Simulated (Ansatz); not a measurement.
# BP (F-43m): thermal expansion from first principles

Aim: the lattice, expansion, heat capacity and bulk modulus of BP as it warms.

Measurements to reproduce:
- volume expansion coefficient 9.6 1e-6/K near room temperature (given in “Thermal expansion coefficients of high thermal conducting BAs and BP materials (three times its linear coefficient)”, 2019, arxiv:1906.04101)

Main program and level: Ansatz 0.2.0; DFT LDA, scalar-relativistic, plane waves, PAW, in the first sound run; inputs show where later runs differ.

### Step 1. Set-up

The structure is cubic, space group F-43m (No. 216). The conventional cell has a = 4.538 Å, b = 4.538 Å, c = 4.538 Å, α = 90.00°, β = 90.00°, γ = 90.00°. B has 4 P at 1.97 Å nearest. Nearest to P lie 4 B at 1.97 Å. Farther neighbours are not listed.

### Step 2. A first coarse run

Before spending time, one coarse run tells the gap and the pressure of the starting cell.

input.yaml reads:

```yaml
crystal:
  lattice:
    - [0.0, 2.269, 2.269]
    - [2.269, 0.0, 2.269]
    - [2.269, 2.269, 0.0]
  atoms:
    - { symbol: B, position: [0.0, 0.0, 0.0] }
    - { symbol: P, position: [0.25, 0.25, 0.25] }
kpoints:
  mp_grid: { grid: [6, 6, 6] }
hamiltonian:
  xc: lda
scf:
  occupations: { method: gaussian, width: 0.1 }
output:
  forces: true
  stress: true
  eigenvalues: true
```

On the command line:

```bash
$ ansatz run input.yaml --threads 4 --pin off --max-ram 16384MiB --backend cpu --events-out ev --progress --plain --runs-dir out
```

Numbers of over 12 decimals in the logs are rounded to 6 here.

The program printed:

```text
Engine: ansatz 0.2.0, aarch64-unknown-linux-gnu
Pseudopotentials: kind: paw
Pseudopotential: B, paw, valence charge 3, recommended cutoff 420 eV (normal), B.paw.azcp
Pseudopotential: P, paw, valence charge 5, recommended cutoff 420 eV (normal), P.paw.azcp
Functional definition: SPW92
  exchange = slater_x
  correlation = pw_c
Crystal: 2 atoms, lattice volume = 23.363 Å³
Basis set: ecut = 420 eV, 459 PW (Γ)
Bands: 8, of which v1, the nominal top of the filled ones, is band 4 counted from 1 (3 counted from 0)
Symmetry: 24 space group operations
Space group: F-43m (ITA 216), of the structure as read, at distance tolerance 2.9e-5 Å
k-points: 16 of 216 (time reversal used)
Non-local potential: B, projectors of the file, l = 0: 2, l = 1: 2, l = 2: 1
Non-local potential: P, projectors of the file, l = 0: 2, l = 1: 2, l = 2: 2
PAW form: soft (Blöchl's): semilocal exchange-correlation on the pseudo side does not see the compensation charge
PAW frozen core: B, regenerated for the run's functional, and the local potential with it (the file was generated under x = pbe(κ = 0.804, μ = 0.219515), c = pbe(β = 0.066725))
PAW frozen core: P, regenerated for the run's functional, and the local potential with it (the file was generated under x = pbe(κ = 0.804, μ = 0.219515), c = pbe(β = 0.066725))
PAW one-centre angular grid: B, 110 points (default); XC on 64 Gauss nodes
PAW one-centre angular grid: P, 110 points (default); XC on 64 Gauss nodes
Initial density: superposition of atomic densities (neutral atoms: chi_scale 0, normalization atom), corrected by the library's trained network
Initial wavefunctions: pseudopotential atomic-orbital guess
Functional: x = slater, c = lda
SCF iter   1: F=—  HF=-876.609455 eV  |F-HF|=—  |Δ(HF+E_count)|=         —  Δρ=5.20e-3  dr2=5.15e-3  ethr=1.77e-3  ⟨swp⟩=6.1  Hψ=1147  notcnv=0
preconditioner: auto → none  [insulator: Δε(μ)=1.293 eV  Ē_g=12.703 eV  σ=0.100 eV  W_gap=1.00  n_scr=0 (ndim 8)  ℏωp=21.7 eV  f_vac=0.000  D(μ)=0.00/eV (n_scr^D=0)  ε∞_Penn≈3.9]
SCF iter   2: F=—  HF=-876.608429 eV  |F-HF|=—  |Δ(HF+E_count)|=   1.03e-3  Δρ=2.38e-3  dr2=9.08e-4  ethr=6.44e-5  ⟨swp⟩=1.9  Hψ=301  notcnv=0
SCF iter   3: F=—  HF=-876.608201 eV  |F-HF|=—  |Δ(HF+E_count)|=   2.29e-4  Δρ=1.09e-3  dr2=1.27e-4  ethr=1.13e-5  ⟨swp⟩=2.1  Hψ=183  notcnv=0
SCF iter   4: F=—  HF=-876.608181 eV  |F-HF|=—  |Δ(HF+E_count)|=   1.99e-5  Δρ=2.25e-4  dr2=8.62e-6  ethr=1.59e-6  ⟨swp⟩=1.1  Hψ=133  notcnv=0
SCF iter   5: F=—  HF=-876.608180 eV  |F-HF|=—  |Δ(HF+E_count)|=   9.89e-7  Δρ=2.32e-5  dr2=1.37e-7  ethr=1.08e-7  ⟨swp⟩=2.1  Hψ=189  notcnv=0
SCF iter   6: F=-876.608180 eV  HF=-876.608180 eV  |F-HF|=2.21e-10  |Δ(HF+E_count)|=   3.33e-8  Δρ=1.58e-6  dr2=4.34e-10  ethr=1.25e-9  ⟨swp⟩=5.9  Hψ=672  notcnv=0
SCF 1 converged in 6 iterations: F = -876.608180 eV  dr2 = 4.34e-10
  greatest PAW one-centre occupation: 0.770 electrons in one spin orbital (limit 2), on the P atom at site 1 (counted from 0), in its partial waves of l = 0
SCF converged after 6 iterations
Free energy (F): -876.608180 eV
Harris-Foulkes:  -876.608180 eV  (|F-HF|=2.21e-10)
Internal energy: -876.608180 eV  (E = F + TS)
E sigma→0 (E₀):  -876.608180 eV
Fermi energy:    9.710474 eV
--- Per-component energies (eV) ---
  E_band       = 20.796327
  E_kinetic    = 122.135152
  E_local      = -70.189103  (includes V_loc(G=0)·N_el)
  E_nonlocal   = 46.860858
  E_hartree    = 17.003954
  E_xc         = -94.421369
  E_vxc        = -100.573408  (∫ρ·V_xc dr)
  E_paw        = -612.669339  (= ΣΔE_a)
  E_vpaw       = -11.445070  (= ΣTr[D̂ρ^β])
  E_aug_tail   = -0.000000  (compensation charges beyond the density's cutoff)
  E_ewald      = -285.491518
  E_core_change = 0.163186  (= ΣΔE_core)
  E_smearing   = -0.000000  (= −TS)
  E_closure    = -0.000000  (closes the sum)
  Σ components = -876.608180   (vs F -876.608180, Δ=0.00e0)
--- Forces (eV/Å), atoms counted from 1 ---
  atom   1  B      0.00000000    -0.00000000     0.00000000
  atom   2  P     -0.00000000     0.00000000    -0.00000000
  max |Σ_I F_I| component: 4.81e-16 eV/Å
--- Stress (GPa, compression-positive) ---
       -5.108033       0.000000       0.000000
        0.000000      -5.108033       0.000000
        0.000000       0.000000      -5.108033
  P = ⅓ Tr σ = -5.1080 GPa (-51.080 kbar)
--- Band table (eV; the first three rows and the last of 16) ---
  k-point 0: bands = ["-6.3364", "9.0617", "9.0617", "9.0617", "12.4351", "12.4351", "12.4351", "16.4115"]
  k-point 1: bands = ["-5.8395", "6.2423", "8.3998", "8.3998", "13.0387", "13.3316", "13.3316", "17.6557"]
  k-point 2: bands = ["-4.4232", "2.3567", "7.6008", "7.6008", "12.9314", "13.8740", "13.8740", "18.9818"]
  k-point 15: bands = ["-1.3064", "0.9470", "3.7549", "3.8689", "12.8327", "13.4082", "18.1014", "18.7152"]
```

Wall time 0.24 s (4 threads of Arm Neoverse V2, shared host); peak memory 0.24 GiB.

In the SCF lines HF is the Harris–Foulkes energy and dr2 the Hartree energy of the density residual, in eV; the loop may stop once dr2 is under the threshold and the program's other checks hold. Hψ counts applications of the Hamiltonian.

A gap read on the k-mesh alone can miss the band edges.

This step gave:

| Property | Result |
| --- | --- |
| pressure | -5.108 GPa |
| gap on the k-mesh | 1.298 eV |
| volume per atom | 11.68 Å³ |

The start is under -5.1 GPa at this level and looks like an insulator or semiconductor on this mesh.

### Step 3. Finding the static equilibrium

The vibrations must be taken about the equilibrium of this functional, not about the starting cell, so the structure is relaxed.

input.yaml, the sections that differ from step 2:

```yaml
kpoints:
  mp_grid: { grid: [10, 10, 10] }
scf:
  occupations: { method: gaussian, width: 0.02 }
relax:
  adjacent_minimum: "off"
  f_tol: 0.005
  max_steps: 80
  cell: { stress_tol: 0.05 }
# crystal, hamiltonian, output: as in step 2
```

The program printed:

```text
[...]
Crystal: 2 atoms, lattice volume = 23.363 Å³
Basis set: ecut = 420 eV, 459 PW (Γ)
Bands: 8, of which v1, the nominal top of the filled ones, is band 4 counted from 1 (3 counted from 0)
Symmetry: 24 space group operations
[...]
k-points: 47 of 1000 (time reversal used)
[...]
SCF iter   1: F=—  HF=-876.626741 eV  |F-HF|=—  |Δ(HF+E_count)|=         —  Δρ=5.33e-3  dr2=5.44e-3  ethr=1.77e-3  ⟨swp⟩=6.2  Hψ=3527  notcnv=0
[...]
SCF iter   6: F=-876.625534 eV  HF=-876.625534 eV  |F-HF|=5.36e-10  |Δ(HF+E_count)|=   6.76e-8  Δρ=2.58e-6  dr2=1.17e-9  ethr=1.25e-9  ⟨swp⟩=5.9  Hψ=1963  notcnv=0
SCF 1 converged in 6 iterations: F = -876.625534 eV  dr2 = 1.17e-9
[...]
relax step   1: F+E_penalty+E_count = -876.62553353 eV  Δ(F+E_penalty+E_count) = +0.000e0 eV  max|allowed force component| = 3.516e-16 eV/Å  Δτ_max = 0.0000 Å  P = -5.226 GPa  Ω = 23.363 Å³  (6 SCF iters, dr2 threshold 1.00e-7 eV, accepted)
Crystal: 2 atoms, lattice volume = 22.957 Å³
[...]
iter 1 solved again at ethr=3.88e-5 eV; its pass at ethr=3.10e-3 eV (dr2=3.11e-3 eV) is discarded
[...]
SCF iter   5: F=-876.635652 eV  HF=-876.635652 eV  |F-HF|=4.89e-12  |Δ(HF+E_count)|=   3.18e-8  Δρ=1.41e-6  dr2=1.76e-10  ethr=2.50e-9  ⟨swp⟩=5.6  Hψ=1990  notcnv=0
SCF 2 converged in 5 iterations: F = -876.635652 eV  dr2 = 1.76e-10
[...]
relax step   2: F+E_penalty+E_count = -876.63565237 eV  Δ(F+E_penalty+E_count) = -1.012e-2 eV  max|allowed force component| = 8.327e-17 eV/Å  Δτ_max = 0.0000 Å  P = -2.379 GPa  Ω = 22.957 Å³  energy of the carried Pulay correction = +4.209e-4 eV  (5 SCF iters, dr2 threshold 2.00e-7 eV, accepted)
Crystal: 2 atoms, lattice volume = 22.628 Å³
[...]
SCF iter   4: F=-876.638358 eV  HF=-876.638358 eV  |F-HF|=2.51e-8  |Δ(HF+E_count)|=   3.26e-6  Δρ=3.96e-5  dr2=1.82e-7  ethr=2.50e-9  ⟨swp⟩=4.7  Hψ=2334  notcnv=0
SCF 3 converged in 4 iterations: F = -876.638358 eV  dr2 = 1.82e-7
[...]
relax step   3: F+E_penalty+E_count = -876.63835770 eV  Δ(F+E_penalty+E_count) = -2.705e-3 eV  max|allowed force component| = 9.252e-17 eV/Å  Δτ_max = 0.0000 Å  P = +0.108 GPa  Ω = 22.628 Å³  energy of the carried Pulay correction = +7.669e-4 eV  (4 SCF iters, dr2 threshold 2.00e-7 eV, accepted)
[...]
relax step   4: F+E_penalty+E_count = -876.63834777 eV  Δ(F+E_penalty+E_count) = +9.923e-6 eV  max|allowed force component| = 9.252e-17 eV/Å  Δτ_max = 0.0000 Å  P = +0.001 GPa  Ω = 22.642 Å³  energy of the carried Pulay correction = +7.523e-4 eV  (3 SCF iters, dr2 threshold 2.94e-8 eV, accepted)
[...]
SCF iter   1: F=—  HF=-876.637670 eV  |F-HF|=—  |Δ(HF+E_count)|=         —  Δρ=6.97e-5  dr2=1.31e-7  ethr=1.66e-6  ⟨swp⟩=2.2  Hψ=4512  notcnv=0
eigensolver tolerance schedule: the retry pair's looser diagonalisation over-reported the residual by 1016.47 of it (diagonalisation noise at 1.20 of the residual, at the tolerance the schedule requests for it); recorded, not acted on — ethr = c·dr2/N_el stays at c = 1.0e-1
[...]
SCF iter   2: F=—  HF=-876.637671 eV  |F-HF|=—  |Δ(HF+E_count)|=   1.28e-6  Δρ=3.52e-5  dr2=3.16e-8  ethr=1.64e-9  ⟨swp⟩=2.1  Hψ=586  notcnv=0
[...]
SCF iter   5: F=-876.637671 eV  HF=-876.637671 eV  |F-HF|=3.07e-12  |Δ(HF+E_count)|=  1.61e-11  Δρ=1.32e-7  dr2=4.42e-12  ethr=1.00e-12  ⟨swp⟩=6.8  Hψ=2003  notcnv=0
SCF 5 converged in 5 iterations: F = -876.637671 eV  dr2 = 4.42e-12
relax step   5: F+E_penalty+E_count = -876.63767114 eV  Δ(F+E_penalty+E_count) = +6.766e-4 eV  max|allowed force component| = 1.110e-16 eV/Å  Δτ_max = 0.0000 Å  P = -0.038 GPa  Ω = 22.642 Å³  stress off target by 3.76e-2 GPa  SCF on the basis re-selected at this cell (its energy is not comparable with the rows above)  (5 SCF iters)
basis re-selected at this cell: Δ(F+E_penalty+E_count) = +6.766e-4 eV, ΔP = -0.039 GPa vs the last step (what re-selecting the basis moved, of the pressure what is left beyond the Pulay correction that the steps carried, after the strain that the cell walked since its last selection, with what the two solves' SCF thresholds leave and, on support functions, any second-order correction that the steps lacked; it is no m [...]
SCF converged after 5 iterations
Free energy (F): -876.637671 eV
[...]
Internal energy: -876.637671 eV  (E = F + TS)
E sigma→0 (E₀):  -876.637671 eV
Fermi energy:    10.061154 eV
[...]
--- Stress (GPa, compression-positive) ---
       -0.037586      -0.000000      -0.000000
       -0.000000      -0.037586       0.000000
       -0.000000      -0.000000      -0.037586
  P = ⅓ Tr σ = -0.0376 GPa (-0.376 kbar)
--- Band table (eV; the first three rows and the last of 47) ---
[...]
--- Relaxed structure (4 steps of the walk, 4 accepted, 1 SCFs on fresh bases) ---
  F+E_penalty+E_count = -876.63767114 eV   max|allowed force component| = 1.110e-16 eV/Å   (the final SCF, on the basis selected at the relaxed cell)
  cell:  # Å, volume = 22.6417 Å³
    - [0, 2.245397, 2.245397]
    - [2.245397, 0, 2.245397]
    - [2.245397, 2.245397, 0]
  atoms:
    - { symbol: B, position: [0, 0, 0] }
    - { symbol: P, position: [0.25, 0.25, 0.25] }
```

Run time: 1.8 s. Hardware: 4 threads; peak memory 0.28 GiB.

Step by step:

| step | energy less that of the first step (eV) | largest force component (eV/Å) | pressure (GPa) | volume (Å³) |
| --- | --- | --- | --- | --- |
| 1 | 0.0000 | 0.0000 | -5.23 | 23.36 |
| 2 | -0.0101 | 0.0000 | -2.38 | 22.96 |
| 3 | -0.0128 | 0.0000 | 0.11 | 22.63 |
| 4 | -0.0128 | 0.0000 | 0.00 | 22.64 |
| 5* | -0.0121 | 0.0000 | -0.04 | 22.64 |

Relaxation steps marked * repeat the geometry before them on a plane-wave basis chosen anew for their cell, so energy and pressure can jump there.

Forces are held to the 24 operations that the run works with; a distortion that breaks them can't arise in this run.

```csv
"conventional cell, symmetrised",before,after,change
a (Å),4.538,4.491,-1.0 %
b (Å),4.538,4.491,-1.0 %
c (Å),4.538,4.491,-1.0 %
volume (Å³/atom),11.68,11.32,-3.1 %
```

The relaxed structure:

```xyz
2
Lattice="0.0000 2.2454 2.2454 2.2454 0.0000 2.2454 2.2454 2.2454 0.0000" Properties=species:S:1:pos:R:3 pbc="T T T"
B     0.0000    0.0000    0.0000
P     1.1227    1.1227    1.1227
```

Numbers from this step:

- pressure: -0.03759 GPa
- gap on the k-mesh: 1.151 eV
- volume per atom: 11.32 Å³

The relaxation ends with a pressure of -0.04 GPa.

### Step 4. Relaxing to small residual forces and stress

The relaxation is repeated with tighter thresholds on force and stress, since phonons are sensitive to what is left; a change of mesh or smearing in the input moves the cell too.

input.yaml reads:

```yaml
crystal:
  lattice:
    - [0.0, 2.2453968561, 2.2453968561]
    - [2.2453968561, 0.0, 2.2453968561]
    - [2.2453968561, 2.2453968561, 0.0]
  atoms:
    - { symbol: B, position: [0.0, 0.0, 0.0] }
    - { symbol: P, position: [0.25, 0.25, 0.25] }
kpoints:
  mp_grid: { grid: [12, 12, 12] }
hamiltonian:
  xc: lda
scf:
  occupations: { method: fixed }
output:
  forces: true
  stress: true
  eigenvalues: true
relax:
  adjacent_minimum: "off"
  f_tol: 0.001
  max_steps: 60
  cell: { stress_tol: 0.01 }
```

The program printed:

```text
[...]
Crystal: 2 atoms, lattice volume = 22.642 Å³
Basis set: ecut = 420 eV, 459 PW (Γ)
Bands: 8, of which v1, the nominal top of the filled ones, is band 4 counted from 1 (3 counted from 0)
Symmetry: 24 space group operations
[...]
k-points: 72 of 1728 (time reversal used)
[...]
0.000000       0.000000       0.001495
  P = ⅓ Tr σ = 0.0015 GPa (0.015 kbar)
--- Band table (eV; the first three rows and the last of 72) ---
[...]
--- Relaxed structure (3 steps of the walk, 3 accepted, 1 SCFs on fresh bases) ---
[...]
cell:  # Å, volume = 22.6363 Å³
    - [0, 2.245219, 2.245219]
    - [2.245219, 0, 2.245219]
    - [2.245219, 2.245219, 0]
  atoms:
    - { symbol: B, position: [0, 0, 0] }
    - { symbol: P, position: [0.25, 0.25, 0.25] }
[key lines of the parts left out:]
SCF converged after 5 iterations
Free energy (F): -876.637968 eV
Fermi energy:    9.488889 eV
```

Elapsed: 1.8 s, on 4 threads; peak memory 0.29 GiB; 6.3 s of CPU time.

Little changed from the start: no atom moved by 0.005 Å and no cell edge by 0.1 %.

This step gave:

* pressure: 0.001495 GPa
* gap on the k-mesh: 1.145 eV

The residual pressure is 0.0015 GPa, small enough for phonons.

[end of part 1 of 3]

[Logs are printed without paths, hosts, clocks, repeated set-up lines and the standing remarks that a program may print on its own settings, such as how far it seeks lower states.]

[Hosts, paths, dates, database ids (printed as entryN), source tags and the programs' standing remarks are cut or masked in the printed files.]

[A step with changed settings may run another functional than the one named; its input shows which.]
